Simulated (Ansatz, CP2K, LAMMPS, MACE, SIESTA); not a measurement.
**Codes compared on amorphous Ga2O3 (220 atoms)**

Wanted: errors and costs of other methods on amorphous Ga2O3 (220 atoms). A plane-wave run serves as the reference.

Calculated with Ansatz 0.2.0; Kohn-Sham DFT, PBE, PAW, plane waves.

**1. The structure**

The cell holds 220 atoms: 88 Ga and 132 O. Its edges and angles: a = 12.981 Å, b = 12.981 Å, c = 12.981 Å, α = 90.0°, β = 90.0°, γ = 90.0°. 220 atoms (88 Fe, 132 O) placed at random at 4.44 g/cm³, melted at 5000 K for 10 ps at fixed volume with the Morse and Coulomb pair potential with partial charges (Pedone, Malavasi, Menziani, Cormack and Segre, J. Phys. Chem. B 110, 11780 (2006)). Quenched from 5000 K to 300 K at 100 K/ps and fixed volume, held 10 ps at zero pressure, then minimised at fixed cell. Then Fe was replaced by Ga and the cell scaled by 1.003 (the potential has no terms for the new elements, so the cell is a start for a DFT relaxation).

**2. Reference: Ansatz, plane waves**

The PAW files are the set soft_2.

Contents of input.yaml:

```yaml
crystal:
  lattice:
    - [12.98095, 0.0, 0.0]
    - [0.0, 12.98095, 0.0]
    - [0.0, 0.0, 12.98095]
  atoms:
    - { symbol: Ga, position: [0.96691, 0.05488, 0.56172] }
    - { symbol: Ga, position: [0.22859, 0.74636, 0.36008] }
    - { symbol: Ga, position: [0.07079, 0.86795, 0.47039] }
    - { symbol: Ga, position: [0.15169, 0.44236, 0.67535] }
    [... 210 atom lines left out ...]
    - { symbol: O, position: [0.9888, 0.52752, 0.96288] }
    - { symbol: O, position: [0.24796, 0.69988, 0.64286] }
    - { symbol: O, position: [0.54941, 0.92036, 0.56529] }
    - { symbol: O, position: [0.56544, 0.38201, 0.08274] }
    - { symbol: O, position: [0.57294, 0.48266, 0.72172] }
    - { symbol: O, position: [0.77854, 0.83345, 0.03804] }
kpoints:
  mp_grid: { grid: [1, 1, 1] }
hamiltonian:
  xc: pbe
scf:
  occupations: { method: fermi_dirac, width: 0.05 }
output:
  forces: true
  eigenvalues: true
```

The run is started by

```console
> ansatz run input.yaml --threads 8 --pin off --max-ram 31232MiB --backend cpu --events-out ev --progress --plain --runs-dir out
```

What it wrote:

```text
[...]
Pseudopotentials: kind: paw
Pseudopotential: Ga, paw, valence charge 13, recommended cutoff 420 eV (normal), Ga.paw.azcp
Pseudopotential: O, paw, valence charge 6, recommended cutoff 420 eV (normal), O.paw.azcp
[... 5 lines on functional and potentials left out ...]
Crystal: 220 atoms, lattice volume = 2187.356 Å³
Basis set: ecut = 420 eV, 42931 PW (Γ), exchange–correlation on 180×180×180 points (8 copies of the dense FFT grid, shifted against one another)
Bands: 1188, of which v1, the nominal top of the filled ones, is band 968 counted from 1 (967 counted from 0)
Symmetry: 1 space group operations
Space group: P1 (ITA 1), of the structure as read, at distance tolerance 1.3e-4 Å
k-points: 1
[... 5 lines on functional and potentials left out ...]
Initial density: superposition of atomic densities (neutral atoms: chi_scale 0, normalization atom), corrected by the library's trained network
Initial wavefunctions: pseudopotential atomic-orbital guess
[...]
SCF iter   1: F=—  HF=-407825.219654 eV  |F-HF|=—  |Δ(HF+E_count)|=         —  Δρ=2.88e-3  dr2=2.32e-1  ethr=1.77e-3  ⟨swp⟩=5.0  Hψ=3804  notcnv=0  defer=212
preconditioner: auto → Resta (q_TF=auto, 2.673 Å⁻¹)  ε∞=5.0  [insulator: Δε(μ)=1.000 eV  Ē_g=17.487 eV  σ=0.050 eV  W_gap=1.00  n_scr=738 (ndim 8)  ℏωp=34.9 eV  f_vac=0.024  D(μ)=0.00/eV (n_scr^D=0)  ε∞_Penn≈5.0]
SCF iter   2: F=—  HF=-407825.176539 eV  |F-HF|=—  |Δ(HF+E_count)|=   4.31e-2  Δρ=1.52e-3  dr2=4.79e-2  ethr=1.20e-5  ⟨swp⟩=2.0  Hψ=2335  notcnv=0  defer=212
SCF iter   3: F=—  HF=-407825.176886 eV  |F-HF|=—  |Δ(HF+E_count)|=   3.47e-4  Δρ=6.42e-4  dr2=1.43e-2  ethr=2.48e-6  ⟨swp⟩=2.0  Hψ=1813  notcnv=0  defer=146
automatic band count: iteration 3 solves 1122 bands in place of 1188: the levels show a gap, and the empty bands left out lie too high to hold charge; the band table lists the bands solved (type scf.n_extra_bands for more)
SCF iter   4: F=—  HF=-407825.175732 eV  |F-HF|=—  |Δ(HF+E_count)|=   1.15e-3  Δρ=2.04e-4  dr2=8.21e-4  ethr=7.41e-7  ⟨swp⟩=2.0  Hψ=1814  notcnv=0  defer=146
SCF iter   5: F=—  HF=-407825.175720 eV  |F-HF|=—  |Δ(HF+E_count)|=   1.24e-5  Δρ=1.11e-4  dr2=2.39e-4  ethr=4.24e-8  ⟨swp⟩=2.0  Hψ=1920  notcnv=0  defer=146
[...]
SCF iter   9: F=—  HF=-407825.177075 eV  |F-HF|=—  |Δ(HF+E_count)|=   4.80e-7  Δρ=3.39e-6  dr2=2.31e-7  ethr=5.17e-12  ⟨swp⟩=11.0  Hψ=5058  notcnv=0
SCF iter  10: F=-407825.177075 eV  HF=-407825.177075 eV  |F-HF|=1.79e-8  |Δ(HF+E_count)|=   1.92e-8  Δρ=1.11e-6  dr2=2.90e-8  ethr=5.17e-12  ⟨swp⟩=4.0  Hψ=3063  notcnv=0
SCF 1 converged in 10 iterations: F = -407825.177075 eV  dr2 = 2.90e-8
[...]
SCF converged after 10 iterations
Free energy (F): -407825.177075 eV
Harris-Foulkes:  -407825.177075 eV  (|F-HF|=1.79e-8)
Internal energy: -407825.176945 eV  (E = F + TS)
E sigma→0 (E₀):  -407825.177010 eV
Entropy (-TS):   -0.000129 eV (-0.001 meV/atom)
Fermi energy:    10.325047 eV
--- Per-component energies (eV) ---
[...]
Σ components = -407825.177075   (vs F -407825.177075, Δ=0.00e0)
--- Forces (eV/Å), atoms counted from 1 ---
  atom   1  Ga    -0.45099065    -0.81811580     0.20095235
  atom   2  Ga     0.15015107    -0.28936746    -0.22069224
  atom   3  Ga    -0.15480523    -0.18323798    -0.63616776
  atom   4  Ga    -0.12458335    -0.08282688     1.05406895
[...]
atom 220  O      0.54652899     0.13476341     0.25599106
  max |Σ_I F_I| component: 7.16e-5 eV/Å
--- Band table (eV) ---
  k-point 0: bands = ["-10.2269", "-9.9922", "-9.9296", "-9.8520", [... 1106 levels ...], "18.5050", "18.5401", "18.5635", "18.5995", "18.6143", "18.6289", "18.6766", "18.6970", "18.7314", "18.7587", "18.7683", "18.8240"]
```

Elapsed: 1.9 min, on 8 threads of Arm Neoverse N1, shared host; peak memory 5.6 GiB; 15 min of CPU time.

Read from the output:

| Property | Result |
| --- | --- |
| free energy | -407825.1771 eV |
| free energy per atom | -1853.7508 eV/atom |
| SCF cycles | 10 |
| r.m.s. force component | 0.3745 eV/Å |
| longest force | 1.403 eV/Å |
| Fermi energy | 10.33 eV |
| gap (highest filled to lowest empty level) | 0.9727 eV |

Neighbours are counted within 2.50 Å (O-Ga).

Length of the force by element and coordination:

```
element  coordination  atoms  mean length of the force (eV/Å)  spread   least   most
     Ga           all     88                            0.629   0.260   0.117   1.27
     Ga             5     22                            0.719   0.253   0.239   1.27
     Ga             6     58                            0.597   0.255   0.117   1.16
     Ga             7      8                            0.618   0.254   0.256  0.972
      O           all    132                            0.579   0.238  0.0834   1.40
      O             3     25                            0.660   0.244   0.145   1.12
      O             4     96                            0.558   0.235  0.0834   1.40
      O             5     11                            0.577   0.218   0.224  0.948
```

The levels nearest the highest filled one (over half full), pooled over k-points and spins:

```
level less the highest filled one (eV)  occupation
                                -0.501           2
                                -0.453           2
                                -0.344           2
                                -0.309           2
                                -0.221           2
                                     0           2
                                 0.973           0
                                  2.75           0
                                  2.98           0
                                  3.10           0
                                  3.12           0
                                  3.22           0
```

**3. Structure statistics**

Density 6.26 g/cm³, 9.943 Å³ an atom.

g(r), total and by pair (bins of 0.1 Å):

```
r (Å)  total   O-O  O-Ga  Ga-Ga
 1.65   0.00  0.00  0.00   0.00
 1.75   0.07  0.00  0.14   0.00
 1.85   1.23  0.00  2.56   0.00
 1.95   3.39  0.00  7.07   0.00
 2.05   2.47  0.00  5.15   0.00
 2.15   1.13  0.00  2.35   0.00
 2.25   0.41  0.00  0.85   0.00
 2.35   0.25  0.00  0.52   0.00
 2.45   0.33  0.62  0.23   0.00
 2.55   0.97  2.18  0.39   0.00
 2.65   1.37  3.35  0.26   0.25
 2.75   1.60  3.73  0.18   1.06
 2.85   1.30  2.57  0.28   1.55
 2.95   1.28  1.79  0.33   2.95
 3.05   1.10  1.38  0.35   2.71
 3.15   0.85  0.99  0.30   2.18
 3.25   0.89  0.78  0.58   2.04
 3.35   0.97  0.80  0.73   2.09
 3.45   0.89  0.72  0.73   1.74
 3.55   0.85  0.32  1.04   1.50
 3.65   0.92  0.49  1.08   1.38
 3.75   1.00  0.65  1.19   1.19
 3.85   1.00  0.75  1.19   1.00
 3.95   0.88  0.97  0.95   0.44
 4.05   0.96  0.86  1.15   0.57
 4.15   0.91  0.72  1.22   0.42
 4.25   1.06  0.56  1.57   0.65
 4.35   0.98  0.65  1.44   0.31
 4.45   1.11  0.76  1.61   0.41
 4.55   0.97  0.65  1.43   0.33
 4.65   1.00  0.88  1.30   0.35
 4.75   1.15  1.11  1.32   0.70
 4.85   0.98  1.10  0.97   0.76
 4.95   1.06  1.42  0.87   0.82
 5.05   1.09  1.36  0.89   1.06
 5.15   1.00  1.46  0.67   0.96
 5.25   1.10  1.52  0.72   1.25
 5.35   1.02  1.34  0.74   1.13
 5.45   0.99  1.08  0.73   1.59
 5.55   0.94  1.09  0.68   1.38
 5.65   0.90  1.03  0.68   1.28
 5.75   0.88  0.95  0.69   1.29
 5.85   0.95  0.83  0.87   1.46
 5.95   0.91  0.93  0.78   1.22
```

Bonds by pair of elements; cutoffs follow the first minimum of g(r), held within bounds set by covalent radii, and pairs that aren't listed don't count as bonded:

```
pair A-B  cutoff (Å)  bonds  mean length (Å)  spread (Å)  shortest (Å)  B about A  A about B
    O-Ga         2.5    514             2.03       0.133          1.77       3.89       5.84
```

How many atoms have how many bonded neighbours:

```
element  mean   3   4   5   6  7
     Ga  5.84   0   0  22  58  8
      O  3.89  25  96  11   0  0
```

Oxygen atoms by the number of network formers (Si, P, Ge, B, Al, As, Ga) bound to them:

```
network formers bound to O  O atoms  per cent
                         0        0         0
                         1        0         0
                         2        0         0
                         3       25      18.9
                         4       96      72.7
                         5       11       8.3
```

Network units: each former by its oxygen neighbours and how many of them bridge to another former:

```
former  O neighbours  bridging O  atoms
    Ga             5           5     22
    Ga             6           6     58
    Ga             7           7      8
```

**4. The ladder**

The programs:
- CP2K 2026.2: Gaussian basis with GTH pseudopotentials and a plane-wave density; labels give functional, basis (MOLOPT sets; SR short-range, UZH the newer set with its own potentials), grid cutoff/relative cutoff and solver (OT: orbital transformation; TRS4, TC2, SIGN: linear-scaling purification with its sparsity filter), or its built-in tight binding.
- MACE: machine-learned potential, published weights.
- SIESTA 5.4.2: numerical atomic orbitals, whose automatically made sets are far from complete, with PseudoDojo norm-conserving potentials that we converted to its format (checked against plane waves on the same files for H, C, O, Si, Ge and Ca alone); labels give functional, basis size, energy shift and mesh cutoff.

All use the same cell and atoms; the electronic-structure runs use the same k-mesh, and an electronic temperature of 580 K (0.05 eV) where levels are smeared.

Differences are against the plane-wave reference, forces as r.m.s. over components; share is that over the reference's r.m.s. force, slope the least-squares factor from reference forces to these. Total energies of different programs have different zeros and aren't compared.

```
                                                 run  Δ force, r.m.s. (meV/Å)  share (%)  slope  Δ gap (eV)  cores  CPU time  memory (GiB)
                                           reference                        -          -      -           -      8    15 min           5.6
        CP2K PBE, DZVP-MOLOPT-SR, 600/40 Ry, OT DIIS                     85.3       22.8  1.005     -0.0807      4     1.9 h           8.4
CP2K PBE, SZV-MOLOPT-SR, 600/40 Ry, OT DIIS (coarse)                      239       63.9  1.088      -0.673      4    37 min           4.5
                         MACE MP-0b2 small potential                     80.0       21.4  0.920           -      4      12 s          0.93
         SIESTA PBE, DZP, shift 0.01 Ry, mesh 350 Ry                      124       33.1  1.027      -0.143      4    47 min           5.4
 SIESTA PBE, SZ, shift 0.02 Ry, mesh 350 Ry (coarse)                      204       54.5  1.038       -0.49      4   6.2 min           1.9
```

Rows marked coarse use a setting chosen to be so.

Times of the machine-learned potentials are mostly Python's start and the loading of weights.

CPU time is summed over cores on a shared host, where runs went side by side, so it is rough. Symmetry, cutoffs, thresholds, outputs and thread counts weren't matched or tuned between programs; memory under MPI is the largest rank's times the ranks.

Runs without a result: CP2K PBE, SZV-MOLOPT-SR, 600/40 Ry, TC2 filter 1e-06, SCF 1e-06 (cut off at its time limit of 21 min, the SCF not settling).

Mean charges by element (e), by run and scheme:

```
                                         run     scheme     Ga      O
CP2K PBE, DZVP-MOLOPT-SR, 600/40 Ry, OT DIIS   Mulliken  +0.83  -0.55
CP2K PBE, DZVP-MOLOPT-SR, 600/40 Ry, OT DIIS  Hirshfeld  +0.47  -0.31
 SIESTA PBE, DZP, shift 0.01 Ry, mesh 350 Ry  Hirshfeld  +0.41  -0.27
```

**5. What came out**

```yaml
reference_r_m_s_force_component: 0.374 eV/Å
nearest_in_forces: MACE MP-0b2 small potential, 21 %
farthest_in_forces: CP2K PBE, SZV-MOLOPT-SR, 600/40 Ry, OT DIIS (coarse), 64 %
cheapest_electronic_structure_run_beside_the_reference: SIESTA PBE, SZ, shift 0.02 Ry, mesh 350 Ry, 6.2 min of CPU time
```

The PBE runs in local orbitals, coarse settings apart, differ by 23 % (CP2K PBE, DZVP-MOLOPT-SR, 600/40 Ry, OT DIIS) to 33 % (SIESTA PBE, DZP, shift 0.01 Ry, mesh 350 Ry); basis, grid and potentials can all enter. Machine-learned potentials differ by 21 % (MACE MP-0b2 small potential); they were trained on other programs' data. Runs with settings chosen to be coarse differ by 55 % (SIESTA PBE, SZ, shift 0.02 Ry, mesh 350 Ry) to 64 % (CP2K PBE, SZV-MOLOPT-SR, 600/40 Ry, OT DIIS), their programs' other errors included. One electronic-structure run takes under half the reference's CPU time: SIESTA PBE, SZ, shift 0.02 Ry, mesh 350 Ry, at 55 % in 6.2 min against 15 min. At the same functional, gaps differ from the reference's 0.973 eV by between -0.67 and -0.08 eV. Charges hang on scheme and program or settings: among these rows the mean for Ga runs from +0.41 to +0.83 e. In the reference: filled and empty levels are parted by 0.973 eV (at Γ alone); a semilocal functional tends to put such gaps too low. In a disordered cell it changes from sample to sample, and tail or defect levels can set it. In the reference: first main peaks of g(r), for some of the pairs, lie near 2.7 Å (O-O), 2.0 Å (O-Ga) and 3.0 Å (Ga-Ga). Machine-learned potentials mimic data converged in k, so the reference's own k-point error enters their differences. The quench rate of 100 K/ps is many orders above laboratory rates, so the cell is likely richer in defects and strain than a real sample. The network of bonds at the start is that of the classical potential that made the cell, and needn't be the one that DFT or experiment would give. The electronic-structure runs sample only Γ, in a cell whose shortest periodic width is 13 Å.

[Long decimals in the printed logs are rounded to 6 places.]

[Also dropped from logs without a mark: lines with file paths, logging warnings of Python, QE's lines on negative density and diagonalisation, SIESTA's first energy breakdown, zero terms and Voronoi charges.]

[Logs are printed without paths, hosts, clocks, repeated set-up lines and the standing remarks that a program may print on its own settings, such as how far it seeks lower states.]

[Hosts, paths, dates, database ids (printed as entryN), source tags and the programs' standing remarks are cut or masked in the printed files.]

[Not all failed runs are listed: runs killed by the host, ended in a Python traceback or in CONQUEST's support-function errors, and SIESTA runs with faulty potentials for Cu, Fe, Ni or Zn are left out.]
